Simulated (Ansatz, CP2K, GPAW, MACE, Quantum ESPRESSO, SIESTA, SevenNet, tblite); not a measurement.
# Random rock-salt alloy of NbC and TiC (64 atoms) in tblite

Wanted: tblite inputs and outputs for random rock-salt alloy of NbC and TiC (64 atoms), checked against a plane-wave reference.

Main program and level: tblite 0.8.0; the method is named at each step.

### Step 1. Starting point

The cell holds 64 atoms: 20 Ti, 32 C and 12 Nb. Its edges and angles: a = 8.762 Å, b = 8.762 Å, c = 8.762 Å, α = 90.0°, β = 90.0°, γ = 90.0°. It derives from NbC (rock-salt), repeated 2×2×2. Rock-salt NbC, 2 x 2 x 2 conventional cells, 20 of 32 Nb sites given to Ti at random (x = 0.625), lattice by Vegard's rule (a = 4.381 Å); not relaxed, displaced by a Gaussian of 0.02 Å. Then every atom was moved at random, 0.02 Å r.m.s. a Cartesian component.

The yardstick, on the same geometry:

```
method                                           : Kohn-Sham DFT, PBE, PAW, plane waves (Ansatz 0.2.0); cutoff 420 eV, Γ point, fermi-dirac smearing of 0.05 eV; PAW set soft_2
r.m.s. force component                           : 0.5164 eV/Å
longest force                                    : 2.163 eV/Å
pressure                                         : 2.989 GPa
spacing of highest filled and lowest empty level : 0.3694 eV
SCF cycles                                       : 7
time                                             : 11 s on 4 threads of Arm Neoverse V1, shared host
CPU time                                         : 35 s
```

### Step 2. GFN1-xTB

Method: GFN1-xTB tight binding, diagonalisation.

run.py

```python
import numpy as np
from ase.io import read
from tblite.ase import TBLite

atoms = read("structure.xyz")
atoms.calc = TBLite(method="GFN1-xTB", electronic_temperature=580, accuracy=1.0, max_iterations=250, mixer_damping=0.1, verbosity=1)
energy = atoms.get_potential_energy()
forces = atoms.get_forces()
print(f"energy {energy:.6f} eV")
print("forces (eV/A)")
for i, (a, f) in enumerate(zip(atoms, forces)):
    print(f"{i:4d} {a.symbol:2s} {f[0]:10.5f} {f[1]:10.5f} {f[2]:10.5f}")
stress = -atoms.get_stress(voigt=False) * 160.21766
print("stress (GPa, compression positive)")
for row in stress:
    print(" ".join(f"{x:10.4f}" for x in row))
print("charges (e)")
print(np.array2string(atoms.get_charges(), precision=4, suppress_small=True, max_line_width=110, threshold=100000))
```

structure.xyz

```xyz
64
Lattice="8.76240 0.00000 0.00000 0.00000 8.76240 0.00000 0.00000 0.00000 8.76240" Properties=species:S:1:pos:R:3 pbc="T T T"
Ti 0.01402 0.02208 0.01910
C 2.21943 0.00105 0.01367
Nb 8.73410 2.17886 2.21733
C 2.20716 2.21908 2.18210
Ti 2.19095 0.01717 2.18052
C 8.74470 0.05012 2.17518
Ti 2.12918 2.22784 8.75776
C 0.01849 2.20050 8.76012
Ti 8.74619 0.00692 4.36613
C 2.22556 0.04740 4.34501
Ti 0.00131 2.23836 6.59581
C 2.20357 2.23336 6.59152
Ti 2.23546 8.74768 6.55173
C 8.73489 0.04802 6.56768
Nb 2.22223 2.20830 4.36026
C 8.74873 2.13846 4.40241
Nb 0.01901 4.40074 8.75986
C 2.18727 4.36683 8.72078
Nb 8.70737 6.56803 2.19262
C 2.18674 6.53316 2.19735
Ti 2.24063 4.42370 2.15213
C 8.73252 4.44035 2.24151
Nb 2.17316 6.55428 8.74873
C 8.75627 6.56321 8.74978
Nb 0.03873 4.35605 4.39023
C 2.16002 4.38602 4.35351
Ti 0.01989 6.60781 6.60264
C 2.20541 6.56146 6.55857
Ti 2.16510 4.39934 6.57049
C 0.07790 4.37612 6.49154
Nb 2.18228 6.60957 4.39373
C 8.72709 6.61088 4.36332
Ti 4.37778 8.73427 8.75635
C 6.59318 8.72954 8.75022
Ti 4.38576 2.14171 2.18341
C 6.54762 2.22328 2.18403
Nb 6.54061 8.73410 2.17754
C 4.38821 0.04627 2.18350
Nb 6.58503 2.19586 8.74286
C 4.34966 2.14679 0.03619
Ti 4.36665 0.02839 4.37550
C 6.54814 0.01604 4.39294
Nb 4.38444 2.19174 6.56637
C 6.54928 2.23362 6.56637
Nb 6.58862 0.02331 6.54709
C 4.37025 8.72595 6.60203
Ti 6.55112 2.15283 4.40582
C 4.36534 2.22320 4.36709
Ti 4.42571 4.39110 0.00131
C 6.56199 4.37910 8.73603
Ti 4.38900 6.58731 2.16826
C 6.56435 6.58854 2.21435
Ti 6.62078 4.37857 2.20252
C 4.43071 4.34606 2.18543
Ti 6.58932 6.54245 0.02453
C 4.37831 6.56348 0.00184
[... 4 atom lines left out ...]
Ti 6.58459 4.38856 6.55489
C 4.34282 4.39023 6.56286
Ti 6.54008 6.62069 4.39277
C 4.37165 6.56978 4.41310
```

On the command line:

```console
> OMP_NUM_THREADS=1 python run.py > output.txt
```

Log:

```text
------------------------------------------------------------
  cycle        total energy    energy error   density error
------------------------------------------------------------
      1     -73.40388081293  -7.3572526E+01   1.2431123E+00
      2     -101.1383179068  -2.7734437E+01   1.0579265E+00
      3     -113.5137535025  -1.2375436E+01   7.5139394E-01
      4     -102.9060034649   1.0607750E+01   9.5202148E-01
      5     -113.5189577245  -1.0612954E+01   6.6249745E-01
      6     -110.0680439010   3.4509138E+00   5.4293801E-01
      7     -114.2185044441  -4.1504605E+00   4.3065430E-01
      8     -115.8373285590  -1.6188241E+00   3.5502749E-01
      9     -115.1712970949   6.6603146E-01   2.6599666E-01
     10     -114.5829534578   5.8834364E-01   2.4791990E-01
     11     -115.8759168166  -1.2929634E+00   1.4197169E-01
     12     -116.2716865055  -3.9576969E-01   7.1477139E-02
     13     -116.3331912711  -6.1504766E-02   4.8078978E-02
     14     -116.3690032764  -3.5812005E-02   3.4394023E-02
     15     -116.3744471846  -5.4439082E-03   2.9267013E-02
     16     -116.3794107965  -4.9636118E-03   2.6675035E-02
     17     -116.3864476664  -7.0368700E-03   1.9785930E-02
     18     -116.3902448943  -3.7972278E-03   1.4357232E-02
     19     -116.3935443874  -3.2994932E-03   8.1389478E-03
     20     -116.3945083909  -9.6400343E-04   5.2923972E-03
     21     -116.3948220502  -3.1365935E-04   3.7073602E-03
     22     -116.3950310666  -2.0901640E-04   2.6006231E-03
     23     -116.3951572092  -1.2614260E-04   1.1457923E-03
     24     -116.3951760902  -1.8881016E-05   7.6665877E-04
     25     -116.3951867260  -1.0635746E-05   2.4281690E-04
     26     -116.3951871821  -4.5610206E-07   1.5348507E-04
     27     -116.3951872885  -1.0637567E-07   1.1806052E-04
     28     -116.3951871366   1.5187992E-07   1.5112208E-04
     29     -116.3951873797  -2.4312060E-07   6.7626903E-05
     30     -116.3951874548  -7.5054970E-08   4.0148029E-05
     31     -116.3951874715  -1.6727611E-08   3.0434943E-05
     32     -116.3951874809  -9.3855448E-09   1.4450882E-05
------------------------------------------------------------
 total:                                   5.420 sec
energy -3167.274378 eV
forces (eV/A)
   0 Ti    0.22601   -0.07995   -0.24753
   1 C    -0.13402    0.73972   -0.10313
   2 Nb   -0.09541   -0.03203    0.03025
   3 C     0.65058   -0.10953   -0.83234
   4 Ti    0.17999   -0.15535   -0.21031
   5 C     0.75155   -0.10072    0.07394
   6 Ti    0.39086   -0.11051    0.09984
   7 C     0.58836   -0.87213   -0.72246
   8 Ti    0.35695    0.03843    0.18552
   9 C    -0.29817   -0.36286    0.20987
  10 Ti    0.02878   -0.54178   -0.19109
  11 C    -0.72500   -0.31602    0.63288
  12 Ti   -0.36608    0.35881    0.19348
  13 C     0.97847   -0.07464    0.01368
  14 Nb   -0.33567   -0.13195    0.12931
  15 C    -0.68364   -0.39048    0.63557
  16 Nb   -0.16099   -0.00713    0.02443
  17 C     0.84724   -0.83694    0.19684
  18 Nb    0.04357    0.23383    0.19262
  19 C     0.92359    0.28461   -0.08566
  20 Ti    0.01485   -0.25726    0.05909
  21 C     0.12015   -0.29590   -0.44327
  22 Nb   -0.04445    0.49312    0.27199
  23 C    -0.69215    0.83606   -0.83442
[...]
56 Nb    0.27968    0.58349   -0.12539
  57 C     0.02309    0.10687   -0.12911
  58 Ti    0.36217   -0.14959   -0.10965
  59 C     0.05749   -0.82811    0.04048
  60 Ti    0.03259    0.20837   -0.03868
  61 C     0.16476    0.68583    0.81969
  62 Ti   -0.06513   -0.20989    0.24757
  63 C     0.71332    0.69757   -0.11888
stress (GPa, compression positive)
  -16.0630    -0.0141     0.3617
   -0.0141   -15.8702    -0.0973
    0.3617    -0.0973   -17.1610
charges (e)
[-0.059  -0.1585  0.6192 -0.2055 -0.0519 -0.2501  0.004  -0.2442 -0.0673 -0.1978 -0.0499 -0.1965 -0.0412
 -0.163   0.6445 -0.2413  0.6228 -0.193   0.6264 -0.2381 -0.1145 -0.294   0.676  -0.2383  0.6597 -0.2799
 -0.0519 -0.1901 -0.1129 -0.2016  0.6639 -0.2395 -0.0471 -0.2349 -0.0196 -0.2403  0.6469 -0.1625  0.6067
 -0.1943 -0.0726 -0.1895  0.623  -0.239   0.6732 -0.1945 -0.0964 -0.2299 -0.003  -0.2027 -0.0294 -0.1995
 -0.0751 -0.1642 -0.0329 -0.1549  0.6695 -0.1986 -0.0247 -0.1572 -0.0441 -0.1982 -0.061  -0.1896]
```

The job ended after 6 s (1 thread of Arm Neoverse V1, shared host; peak memory 0.12 GiB).

Banners, paths, timers and routine set-up lines are dropped from the logs unmarked, and long logs keep their key lines alone; longer cuts are marked.

Against the reference:

| Item | Value |
| --- | --- |
| r.m.s. force component | 0.4212 eV/Å |
| r.m.s. difference of force components | 393.7 meV/Å |
| longest difference of force vectors | 1185 meV/Å |
| force difference over r.m.s. force | 76.24 % |
| slope of forces against the reference's | 0.5419 |
| correlation of force components | 0.6645 |
| pressure | -16.36 GPa |
| pressure difference | -19.35 GPa |

Length of the force difference by element (eV/Å):

| element | atoms | mean | most |
| --- | --- | --- | --- |
| C | 32 | 0.69 | 1.2 |
| Nb | 12 | 0.65 | 0.97 |
| Ti | 20 | 0.53 | 0.91 |

Local excerpt of 9 atoms (numbers count through the whole input) about Ti59, picked at random; x, y, z are measured from there.

| atom | x | y | z | distance (Å) | bonds | Mulliken charge (e) | Fx | Fy | Fz (eV/Å) |
| --- | --- | --- | --- | --- | --- | --- | --- | --- | --- |
| Ti59 | 0.00 | 0.00 | 0.00 | 0.00 | 6 | -0.02 | 0.36 | -0.15 | -0.11 |
| C28 | -2.13 | 0.00 | -0.04 | 2.13 | 6 | -0.19 | 0.12 | 0.17 | 0.01 |
| C56 | 0.04 | 0.00 | 2.16 | 2.16 | 6 | -0.15 | 0.87 | -0.20 | 0.01 |
| C46 | 0.03 | 2.16 | 0.00 | 2.16 | 6 | -0.19 | -0.73 | -0.40 | 0.00 |
| C62 | 0.01 | -2.17 | -0.04 | 2.17 | 6 | -0.20 | 0.16 | 0.69 | 0.82 |
| C64 | 0.03 | 0.01 | -2.19 | 2.19 | 6 | -0.19 | 0.71 | 0.70 | -0.12 |
| C60 | 2.26 | 0.04 | -0.04 | 2.26 | 6 | -0.16 | 0.06 | -0.83 | 0.04 |
| Ti13 | -2.10 | 2.18 | -0.05 | 3.03 | 6 | -0.04 | -0.37 | 0.36 | 0.19 |
| Nb23 | -2.16 | -0.01 | 2.15 | 3.05 | 6 | 0.68 | -0.04 | 0.49 | 0.27 |

Atoms are counted from 1 here, from 0 in the log.

Forces lie 76 % from the reference's, at 0.17 times its CPU time (on 1 against 4 cores).

### Step 3. Outcome

| Property | Result |
| --- | --- |
| force difference from the reference | tblite GFN1-xTB, 76 % |
| its CPU time | 6 s |

What this shows: Tight binding differs by 76 % (tblite GFN1-xTB); it is another model, with fitted parameters of its own, and the xTB methods hold dispersion. One electronic-structure run takes under half the reference's CPU time: tblite GFN1-xTB, at 76 % in 6 s against 35 s, too far off to be of use; its pressure misses by -19.4 GPa. Periodic xTB results under one method name differ between programs and library versions. The host structure and its lattice constant were typed by rule, without a check against the phase diagram. The reference's pressure of 3.0 GPa belongs to a cell and atoms that aren't relaxed at this level. The electronic-structure runs sample only Γ, in a cell whose shortest periodic width is 9 Å.

[Also dropped from logs without a mark: logging warnings of Python, and SIESTA's first energy breakdown and zero terms.]

[Logs are printed without paths, hosts, clocks, repeated set-up lines and the standing remarks that a program may print on its own settings, such as how far it seeks lower states.]

[Hosts, paths, dates, database ids (printed as entryN), source tags and the programs' standing remarks are cut or masked in the printed files.]
